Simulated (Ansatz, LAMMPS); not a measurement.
**Amorphous 29Ga2O3-71GeO2 (mol %) (86 atoms): a single point**

What does DFT give for amorphous 29Ga2O3-71GeO2 (mol %) (86 atoms) as built?

Program: Ansatz 0.2.0. Level of theory: Kohn-Sham DFT, PBE, PAW (set soft_2), plane waves. Results are calculated unless marked as measured.

## Step 1: Starting point

The cell holds 86 atoms: 14 Ga, 17 Ge and 55 O. Cell: a = 10.758 Å, b = 10.758 Å, c = 10.758 Å, α = 90.0°, β = 90.0°, γ = 90.0°. 86 atoms (14 Fe, 17 Ge, 55 O) placed at random at 3.93 g/cm³, melted at 5000 K for 10 ps at fixed volume with the Morse and Coulomb pair potential with partial charges (Pedone, Malavasi, Menziani, Cormack and Segre, J. Phys. Chem. B 110, 11780 (2006)). Quenched from 5000 K to 300 K at 100 K/ps and fixed volume, held 5 ps, then minimised at fixed cell. Then Fe was replaced by Ga and the cell scaled by 1.006 (the potential has no terms for the new elements, so the cell is a start for a DFT relaxation).

Limits known from the start: The quench rate of 100 K/ps far exceeds what a furnace or splat quench reaches, so expect more defects and frozen-in strain than in a real sample. The network of bonds at the start is that of the classical potential that made the cell, and needn't be the one that DFT or experiment would give. Sampling is at Γ alone, for a cell whose shortest periodic width is 11 Å.

## Step 2: Making the structure

A classical potential supplies the starting structure, since it reaches far longer times than DFT.

This step: classical MD, Morse and Coulomb pair potential with partial charges (Pedone, Malavasi, Menziani, Cormack and Segre, J. Phys. Chem. B 110, 11780 (2006)) (LAMMPS 22 Jul 2025 - Update 4).

The input, in.lmp:

```
# melt-quench of Fe14Ge17O55
units metal
atom_style charge
boundary p p p
region box block 0 10.6938 0 10.6938 0 10.6938
create_box 3 box
mass 1 55.8450   # Fe
mass 2 72.6300   # Ge
mass 3 15.9990   # O
create_atoms 1 random 14 207841 NULL overlap 1.5 maxtry 2000
create_atoms 2 random 17 207848 NULL overlap 1.5 maxtry 2000
create_atoms 3 random 55 207855 NULL overlap 1.5 maxtry 2000
pair_style hybrid/overlay pedone 5.5 coul/long 8.0
pair_coeff * * coul/long
pair_coeff 1 3 pedone 0.418981 1.620376 2.382183 2   # Fe-O
pair_coeff 2 3 pedone 0.158118 2.294230 2.261313 5   # Ge-O
pair_coeff 3 3 pedone 0.042395 1.379316 3.618701 22   # O-O
set type 1 charge 1.8
set type 2 charge 2.4
set type 3 charge -1.2
kspace_style pppm 1.0e-4
neigh_modify delay 0 every 1 check yes
thermo_style custom step time temp pe press density
thermo_modify norm yes
timestep 0.002
thermo 100
min_style cg
minimize 1e-4 1e-4 200 2000
reset_timestep 0
velocity all create 5000 207842 mom yes dist gaussian
fix lim all nve/limit 0.05
fix lan all langevin 5000 5000 0.2 207843 zero yes
thermo 500
run 1000 post no
# [... 10 lines left out ...]
thermo 1250
fix md all nvt temp 300 300 0.2
run 2500 post no
unfix md
thermo 100
min_style cg
minimize 0 1e-3 2000 20000
write_dump all custom glass.dump id type xs ys zs modify sort id
```

Command:

```console
$ lmp -in in.lmp -log none -nocite
```

Numbers of over 12 decimals in the logs are rounded to 6 here.

What it wrote:

```text
LAMMPS (22 Jul 2025 - Update 4)
Created orthogonal box = (0 0 0) to (10.6938 10.6938 10.6938)
Created 14 atoms
Created 17 atoms
Created 55 atoms
PPPM initialization ...
  G vector (1/distance) = 0.38418103
  grid = 12 12 12
  estimated relative force accuracy = 5.4189305e-05
   Step          Time           Temp          PotEng         Press         Density
         0   0              0             -1.3495158      670904.34      3.933002
        96   0.192          0             -14.93874      -47965.146      3.933002
Loop time of 0.0526253 s on 1 MPI rank(s) for 96 steps with 86 atoms
Minimization stats:
  Stopping criterion = energy tolerance
[... 36 lines left out ...]
     31250   62.5           342.14125     -15.075061     -52285          3.933002
     32000   64             315.84532     -15.078752     -57512.79       3.933002
Loop time of 0.789453 s on 1 MPI rank(s) for 2500 steps with 86 atoms
   Step          Time           Temp          PotEng         Press         Density
     32000   64             315.84532     -15.078752     -57512.79       3.933002
     32011   64.022         315.84532     -15.115326     -55131.352      3.933002
Loop time of 0.0220896 s on 1 MPI rank(s) for 11 steps with 86 atoms
Minimization stats:
  Stopping criterion = linesearch alpha is zero
  Energy initial, next-to-last, final =
     -15.0787518950567  -15.1153260278189  -15.1153260278189
  Force two-norm initial, final = 12.14241 0.80350325
  Iterations, force evaluations = 11 57
```

It took 11 s on 1 thread of Arm Neoverse V2, shared host; peak memory 0.072 GiB.

## Step 3: Plane-wave single point

The electrons are solved once, with the atoms held.

The input, input.yaml:

```yaml
crystal:
  lattice:
    - [10.75796, 0.0, 0.0]
    - [0.0, 10.75796, 0.0]
    - [0.0, 0.0, 10.75796]
  atoms:
    - { symbol: Ga, position: [0.6345, 0.54489, 0.97146] }
    - { symbol: Ga, position: [0.30862, 0.84131, 0.55117] }
    - { symbol: Ga, position: [0.62842, 0.28034, 0.4437] }
    - { symbol: Ga, position: [0.32419, 0.45639, 0.0544] }
    - { symbol: Ga, position: [0.28178, 0.68774, 0.24669] }
    - { symbol: Ga, position: [0.55337, 0.63675, 0.55524] }
    - { symbol: Ga, position: [0.06543, 0.63704, 0.07573] }
    - { symbol: Ga, position: [0.427, 0.536, 0.79976] }
    - { symbol: Ga, position: [0.38802, 0.9529, 0.32077] }
    - { symbol: Ga, position: [0.39164, 0.74315, 0.99996] }
    - { symbol: Ga, position: [0.52467, 0.47825, 0.26315] }
    - { symbol: Ga, position: [0.71003, 0.02659, 0.32408] }
    - { symbol: Ga, position: [0.89778, 0.93212, 0.12121] }
    - { symbol: Ga, position: [0.63112, 0.75135, 0.27495] }
    - { symbol: Ge, position: [0.06261, 0.58774, 0.40559] }
    - { symbol: Ge, position: [0.77308, 0.02046, 0.61215] }
    - { symbol: Ge, position: [0.49204, 0.17631, 0.16393] }
    - { symbol: Ge, position: [0.30467, 0.21, 0.83891] }
    - { symbol: Ge, position: [0.87208, 0.15597, 0.8713] }
    - { symbol: Ge, position: [0.17088, 0.76297, 0.81733] }
    - { symbol: Ge, position: [0.22444, 0.98464, 0.05195] }
    - { symbol: Ge, position: [0.33824, 0.43554, 0.49016] }
    - { symbol: Ge, position: [0.8635, 0.74756, 0.58087] }
    - { symbol: Ge, position: [0.8666, 0.73635, 0.90179] }
    - { symbol: Ge, position: [0.2239, 0.14145, 0.54311] }
    - { symbol: Ge, position: [0.59763, 0.2797, 0.77815] }
    - { symbol: Ge, position: [0.61184, 0.90288, 0.03775] }
    - { symbol: Ge, position: [0.55771, 0.82883, 0.75298] }
    - { symbol: Ge, position: [0.80771, 0.50891, 0.26273] }
    - { symbol: Ge, position: [0.00775, 0.35399, 0.07477] }
    - { symbol: Ge, position: [0.04232, 0.11176, 0.27866] }
    - { symbol: O, position: [0.87656, 0.77388, 0.74176] }
    - { symbol: O, position: [0.70631, 0.41328, 0.34983] }
    - { symbol: O, position: [0.32217, 0.01817, 0.50204] }
    - { symbol: O, position: [0.19203, 0.88454, 0.92718] }
    - { symbol: O, position: [0.61762, 0.30338, 0.62164] }
    - { symbol: O, position: [0.30721, 0.67663, 0.82337] }
    - { symbol: O, position: [0.49254, 0.86824, 0.89891] }
    - { symbol: O, position: [0.60959, 0.17806, 0.27663] }
    - { symbol: O, position: [0.93996, 0.77514, 0.05395] }
    - { symbol: O, position: [0.36957, 0.11283, 0.24621] }
    - { symbol: O, position: [0.1099, 0.11774, 0.42417] }
    - { symbol: O, position: [0.79283, 0.59822, 0.92563] }
    - { symbol: O, position: [0.46521, 0.79771, 0.61768] }
    - { symbol: O, position: [0.13435, 0.45288, 0.06349] }
    - { symbol: O, position: [0.30777, 0.37167, 0.87215] }
    - { symbol: O, position: [0.72305, 0.9134, 0.16925] }
    - { symbol: O, position: [0.54086, 0.77136, 0.11523] }
    - { symbol: O, position: [0.03989, 0.2455, 0.19001] }
    - { symbol: O, position: [0.54875, 0.05212, 0.07218] }
    - { symbol: O, position: [0.89314, 0.04949, 0.27587] }
    - { symbol: O, position: [0.7274, 0.83614, 0.93954] }
    - { symbol: O, position: [0.53106, 0.63666, 0.37542] }
    - { symbol: O, position: [0.96358, 0.27323, 0.9411] }
    - { symbol: O, position: [0.72158, 0.21498, 0.85801] }
    - { symbol: O, position: [0.46477, 0.38174, 0.40404] }
    - { symbol: O, position: [0.56936, 0.66874, 0.77827] }
    - { symbol: O, position: [0.87187, 0.09167, 0.71904] }
    - { symbol: O, position: [0.41639, 0.51827, 0.60997] }
    - { symbol: O, position: [0.2719, 0.29362, 0.52317] }
    - { symbol: O, position: [0.71628, 0.10929, 0.48997] }
    - { symbol: O, position: [0.26669, 0.12182, 0.97232] }
    - { symbol: O, position: [0.94602, 0.48844, 0.36339] }
    - { symbol: O, position: [0.89901, 0.45891, 0.13176] }
    - { symbol: O, position: [0.35763, 0.53175, 0.22244] }
    - { symbol: O, position: [0.65182, 0.52304, 0.14948] }
    - { symbol: O, position: [0.57365, 0.423, 0.8437] }
    - { symbol: O, position: [0.46038, 0.19537, 0.7974] }
    - { symbol: O, position: [0.72224, 0.67562, 0.56009] }
    - { symbol: O, position: [0.99339, 0.68132, 0.51516] }
    - { symbol: O, position: [0.78695, 0.66999, 0.28505] }
    - { symbol: O, position: [0.10507, 0.00437, 0.1633] }
    - { symbol: O, position: [0.24096, 0.6797, 0.06952] }
    - { symbol: O, position: [0.21188, 0.53226, 0.449] }
    - { symbol: O, position: [0.45144, 0.57105, 0.98645] }
    - { symbol: O, position: [0.30692, 0.79918, 0.37893] }
    - { symbol: O, position: [0.09874, 0.66007, 0.26427] }
    - { symbol: O, position: [0.18528, 0.82397, 0.67047] }
    - { symbol: O, position: [0.56121, 0.91202, 0.34871] }
    - { symbol: O, position: [0.32772, 0.89343, 0.13907] }
    - { symbol: O, position: [0.89248, 0.04062, 0.98099] }
    - { symbol: O, position: [0.45419, 0.32265, 0.11444] }
    - { symbol: O, position: [0.22234, 0.15054, 0.70905] }
    - { symbol: O, position: [0.65422, 0.94478, 0.6948] }
    - { symbol: O, position: [0.04985, 0.67687, 0.88009] }
    - { symbol: O, position: [0.83707, 0.89893, 0.52535] }
kpoints:
  mp_grid: { grid: [1, 1, 1] }
hamiltonian:
  xc: pbe
scf:
  occupations: { method: fixed }
output:
  forces: true
  stress: true
  populations: true
  dos:
    method: { smearing: { sigma: 0.08 } }
    de: 0.1
    projected: { site_lists: { Ga: [Ga], Ge: [Ge], O: [O] } }
  eigenvalues: true
  write_density: true
  write_potential: true
  volumetric_format: npy
```

Command:

```console
$ ansatz run input.yaml --threads 8 --pin off --max-ram 15872MiB --backend cpu --events-out ev --progress --plain --runs-dir out
```

What it wrote:

```text
Engine: ansatz 0.2.0, aarch64-unknown-linux-gnu
Pseudopotentials: kind: paw
Pseudopotential: Ga, paw, valence charge 13, recommended cutoff 420 eV (normal), Ga.paw.azcp
Pseudopotential: Ge, paw, valence charge 14, recommended cutoff 420 eV (normal), Ge.paw.azcp
Pseudopotential: O, paw, valence charge 6, recommended cutoff 420 eV (normal), O.paw.azcp
[... 5 lines on functional and potentials left out ...]
Crystal: 86 atoms, lattice volume = 1245.059 Å³
Basis set: ecut = 420 eV, 24303 PW (Γ), exchange–correlation on 144×144×144 points (8 copies of the dense FFT grid, shifted against one another)
Bands: 461, of which v1, the nominal top of the filled ones, is band 375 counted from 1 (374 counted from 0)
Symmetry: 1 space group operations
Space group: P1 (ITA 1), of the structure as read, at distance tolerance 1.1e-4 Å
k-points: 1
[... 7 lines on functional and potentials left out ...]
Initial density: superposition of atomic densities (neutral atoms: chi_scale 0, normalization atom), corrected by the library's trained network
Initial wavefunctions: pseudopotential atomic-orbital guess
Functional: x = pbe(κ = 0.804, μ = 0.219515), c = pbe(β = 0.066725)
SCF iter   1: F=—  HF=-157175.757115 eV  |F-HF|=—  |Δ(HF+E_count)|=         —  Δρ=2.89e-3  dr2=1.08e-1  ethr=1.77e-3  ⟨swp⟩=5.0  Hψ=1531  notcnv=0  defer=84
preconditioner: auto → Resta (q_TF=auto, 2.507 Å⁻¹)  ε∞=3.3  [insulator: Δε(μ)=1.100 eV  Ē_g=19.053 eV  n_scr=340 (ndim 8)  ℏωp=28.8 eV  f_vac=0.222  ε∞_Penn≈3.3]
SCF iter   2: F=—  HF=-157175.754821 eV  |F-HF|=—  |Δ(HF+E_count)|=   2.29e-3  Δρ=1.53e-3  dr2=2.15e-2  ethr=1.45e-5  ⟨swp⟩=2.0  Hψ=823  notcnv=0  defer=84
SCF iter   3: F=—  HF=-157175.756458 eV  |F-HF|=—  |Δ(HF+E_count)|=   1.64e-3  Δρ=6.78e-4  dr2=6.74e-3  ethr=2.87e-6  ⟨swp⟩=2.0  Hψ=659  notcnv=0  defer=84
SCF iter   4: F=—  HF=-157175.756239 eV  |F-HF|=—  |Δ(HF+E_count)|=   2.19e-4  Δρ=1.97e-4  dr2=5.48e-4  ethr=8.98e-7  ⟨swp⟩=2.0  Hψ=629  notcnv=0  defer=84
SCF iter   5: F=—  HF=-157175.756364 eV  |F-HF|=—  |Δ(HF+E_count)|=   1.24e-4  Δρ=1.27e-4  dr2=1.98e-4  ethr=7.31e-8  ⟨swp⟩=2.0  Hψ=650  notcnv=0  defer=79
SCF iter   6: F=—  HF=-157175.756348 eV  |F-HF|=—  |Δ(HF+E_count)|=   1.58e-5  Δρ=3.68e-5  dr2=1.80e-5  ethr=2.64e-8  ⟨swp⟩=2.0  Hψ=650  notcnv=0  defer=77
SCF iter   7: F=—  HF=-157175.757902 eV  |F-HF|=—  |Δ(HF+E_count)|=   1.55e-3  Δρ=1.85e-5  dr2=4.53e-6  ethr=2.40e-9  ⟨swp⟩=2.0  Hψ=836  notcnv=0  defer=77
SCF iter   8: F=—  HF=-157175.757903 eV  |F-HF|=—  |Δ(HF+E_count)|=   1.08e-6  Δρ=7.65e-6  dr2=8.24e-7  ethr=6.04e-10  ⟨swp⟩=2.0  Hψ=671  notcnv=0  defer=77
SCF iter   9: F=—  HF=-157175.757903 eV  |F-HF|=—  |Δ(HF+E_count)|=   8.12e-8  Δρ=3.22e-6  dr2=1.49e-7  ethr=1.10e-10  ⟨swp⟩=2.0  Hψ=734  notcnv=0  defer=77
SCF iter  10: F=-157175.757903 eV  HF=-157175.757903 eV  |F-HF|=3.93e-8  |Δ(HF+E_count)|=   3.70e-8  Δρ=1.46e-6  dr2=3.22e-8  ethr=1.33e-11  ⟨swp⟩=16.0  Hψ=3546  notcnv=0
SCF 1 converged in 10 iterations: F = -157175.757903 eV  dr2 = 3.22e-8
  greatest PAW one-centre occupation: 0.999 electrons in one spin orbital (limit 2), on the Ge atom at site 26 (counted from 0), in its partial waves of l = 2
WARN: The input density's exchange-correlation potential varies sharply where the density is thin. Do not read a vacuum level from v_tot or v_xc, or from such a field of the output density. On a cell that repeats whose density bears no net charge and no dipole along the vacuum's axis use v_es (v_loc + v_h of the components); [...]
SCF converged after 10 iterations
Free energy (F): -157175.757903 eV
Harris-Foulkes:  -157175.757903 eV  (|F-HF|=3.93e-8)
Internal energy: -157175.757903 eV  (E = F + TS)
E sigma→0 (E₀):  -157175.757903 eV
Fermi energy:    4.384723 eV
--- Per-component energies (eV) ---
  E_band       = -5795.806327
  E_kinetic    = 13112.229658
  E_local      = -117522.765784  (includes V_loc(G=0)·N_el)
  E_nonlocal   = 15951.011400
  E_hartree    = 51564.731096
  E_xc         = -6222.460569
  E_vxc        = -6984.789648  (∫ρ·V_xc dr)
  E_paw        = -71143.105582  (= ΣΔE_a)
  E_vpaw       = -13481.080596  (= ΣTr[D̂ρ^β])
  E_aug_tail   = 0.139081  (compensation charges beyond the density's cutoff)
  E_ewald      = -42915.537202
  E_smearing   = -0.000000  (= −TS)
  E_closure    = -0.000000  (closes the sum)
  Σ components = -157175.757903   (vs F -157175.757903, Δ=0.00e0)
--- Forces (eV/Å), atoms counted from 1 ---
  atom   1  Ga     0.87063093    -0.03797023     0.23912952
  atom   2  Ga    -0.21514462     0.35675591     1.08663984
  atom   3  Ga     0.22243835     0.37472046     0.52363346
  atom   4  Ga     0.11033268    -0.85300512     0.18795457
  atom   5  Ga    -0.96002060    -0.42345709    -0.09367765
  atom   6  Ga     0.58799130     0.88748703    -0.39532532
  atom   7  Ga     0.67376260     0.31172709    -0.19923416
  atom   8  Ga    -0.10652821     0.29472196    -0.12772303
  atom   9  Ga     0.56441716     0.84162005    -1.07685594
  atom  10  Ga    -0.00280167     0.45465196    -0.52651535
  atom  11  Ga     0.26921526     0.46063744     0.47921323
  atom  12  Ga    -1.34397009     0.30786045    -0.42545434
  atom  13  Ga    -0.63029643     1.23247966    -0.97406276
  atom  14  Ga    -0.20564514    -0.22820656     0.33389686
[...]
atom  85  O     -1.35354723    -1.33615098     0.88171482
  atom  86  O      0.92689978     0.59291665    -1.25685889
  max |Σ_I F_I| component: 1.33e-5 eV/Å
--- Stress (GPa, compression-positive) ---
       -1.550599       0.333822      -0.504693
        0.333822      -0.765396      -1.021285
       -0.504693      -1.021285      -4.102962
  P = ⅓ Tr σ = -2.1397 GPa (-21.397 kbar)
--- Band table (eV) ---
  k-point 0: bands = ["-20.5896", "-20.5280", "-20.5031", "-20.4812", [... 445 levels ...], "13.5802", "13.6399", "13.7180", "13.7409", "13.7834", "13.8070", "13.8937", "13.9762", "14.0080", "14.0408", "14.0976", "14.1653"]
--- Löwdin populations: 86 sites ---
  site symbol       q [e]
     0     Ga     11.9188
     1     Ga     11.9036
     2     Ga     11.9227
[...]
85      O      6.7427
  spilling = 0.004302 (of n_electrons = 750.000000)
```

The job ended after 14 s (8 threads of Arm Neoverse V2, shared host; peak memory 1.8 GiB; 1.7 min of CPU time).

The program notes that the exchange-correlation potential is rough where the density is thin.

Numbers from this run:

- free energy: -157175.7579 eV
- free energy per atom: -1827.6251 eV/atom
- SCF cycles: 10
- pressure: -2.14 GPa
- r.m.s. force component: 0.8624 eV/Å
- longest force: 3.349 eV/Å
- Fermi energy: 4.385 eV
- gap (highest filled to lowest empty level): 1.028 eV
- spilling of the projection: 0.004302

Neighbours are counted within 2.27 Å (O-Ge), 2.50 Å (O-Ga).

Length of the force by element and coordination:

```
element  coordination  atoms  mean length of the force (eV/Å)  spread  least   most
     Ga           all     14                            0.958   0.379  0.338   1.69
     Ga             4      3                             1.04   0.107  0.904   1.16
     Ga             5      8                             1.07   0.412  0.454   1.69
     Ga             6      3                            0.584   0.174  0.338  0.717
     Ge           all     17                             1.17   0.403   0.67   1.77
     Ge             4     14                             1.24   0.398  0.676   1.77
     Ge             5      3                            0.865   0.261   0.67   1.23
      O           all     55                             1.52   0.664  0.284   3.35
      O             2     26                             1.32   0.517  0.373   2.33
      O             3     27                             1.69   0.715  0.284   3.35
      O             4      2                             1.76   0.870  0.890   2.63
```

Löwdin charges by element and coordination (they lack the spilled electrons, 0.038 e an atom on average):

```
element  coordination  atoms  mean charge (e)  spread   least    most
     Ga           all     14             1.05  0.0277   0.998    1.10
     Ga             4      3             1.07  0.0205    1.05    1.10
     Ga             5      8             1.05   0.018    1.01    1.08
     Ga             6      3             1.01  0.0113   0.998    1.03
     Ge           all     17             1.61  0.0258    1.56    1.65
     Ge             4     14             1.62  0.0171    1.59    1.65
     Ge             5      3             1.57  0.0059    1.56    1.57
      O           all     55           -0.705  0.0422  -0.767  -0.611
      O             2     26           -0.744  0.0169  -0.767  -0.707
      O             3     27           -0.674  0.0221  -0.717  -0.632
      O             4      2           -0.627  0.0158  -0.642  -0.611
```

Density of states as counts of states in windows of 1 eV (from the Fermi level), total and the larger projections:

```
from (eV)  to (eV)  total   O p  Ge p   O s   Ga d
      -18      -17   40.2   0.2   4.5  30.2    1.4
      -17      -16   28.1   0.1   2.7  21.5    1.4
      -16      -15    0.0   0.0   0.0   0.0    0.0
      -15      -14   19.6   0.3   0.0   0.1   19.2
      -14      -13  113.3   1.4   0.3   2.1  109.0
      -13      -12    7.0   0.1   0.0   0.5    6.2
      -12      -11    0.0   0.0   0.0   0.0    0.0
      -11      -10    0.6   0.4   0.0   0.0    0.0
      -10       -9    7.1   4.0   0.2   0.4    0.1
       -9       -8    8.4   4.8   0.3   0.5    0.1
       -8       -7   14.6   8.7   0.9   0.8    0.1
       -7       -6   20.6  13.1   1.6   0.7    0.1
       -6       -5   28.9  20.4   3.9   0.7    0.2
       -5       -4   31.2  23.3   3.3   0.8    0.2
       -4       -3   41.6  33.4   2.7   1.3    0.3
       -3       -2   57.7  51.4   1.8   1.2    0.3
       -2       -1   68.3  64.8   0.9   0.5    0.3
       -1        0   48.8  47.0   0.4   0.3    0.1
        0        1    2.6   2.2   0.0   0.1    0.0
        1        2    1.6   0.2   0.0   0.4    0.0
        2        3    4.4   1.1   0.4   0.6    0.0
        3        4   12.8   3.2   1.0   1.7    0.0
        4        5   18.6   5.0   1.6   1.9    0.0
```

The curve was stored every 0.100 eV, coarse against its broadening of 0.08 eV, so these counts are rough.

With fixed occupations the program's Fermi level is the highest filled level; weight inside the gap is the broadening of levels at its edges.

Between -25 and -18 eV lie 212 more states.

The levels nearest the highest filled one (over half full), pooled over k-points and spins:

```
level less the highest filled one (eV)  occupation
                                -0.405           2
                                -0.366           2
                                -0.337           2
                                -0.213           2
                               -0.0314           2
                                     0           2
                                  1.03           0
                                  2.70           0
                                  2.88           0
                                  3.02           0
                                  3.22           0
                                  3.35           0
```

[end of part 1 of 2]

[Logs are printed without paths, hosts, clocks, repeated set-up lines and the standing remarks that a program may print on its own settings, such as how far it seeks lower states.]

[Hosts, paths, dates, database ids (printed as entryN), source tags and the programs' standing remarks are cut or masked in the printed files.]
